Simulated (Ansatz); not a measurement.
# Reading EPR parameters

A crystal has the composition SrLaMSbO6, where M is a 3d element. A calculation (PBEsol+U, spin-orbit coupling in second variation, Ansatz) gives:

| Property | Result |
| --- | --- |
| S | 1/2 |
| g, averaged over the cell's ions | 2.0870, 2.0904, 2.2644 |
| moment in its sphere | 0.63 μB |

**Question.** Which ion is it, and why?

The crystal is SrLaCuSbO6, space group Pc. The spin sits on Cu, with 6 O at 2.00 to 2.49 Å round it. With the usual charges of the other elements M must be +2. High-spin ions of that charge with S = 1/2 are d9 and d1, Cu and Sc; the sign of the g shift picks Cu²⁺ d⁹. Low-spin ions are left aside. The shift is positive: in a shell more than half full the orbital moment adds to the spin.

[Hosts, paths, dates, database ids (printed as entryN), source tags and the programs' standing remarks are cut or masked in the printed files.]
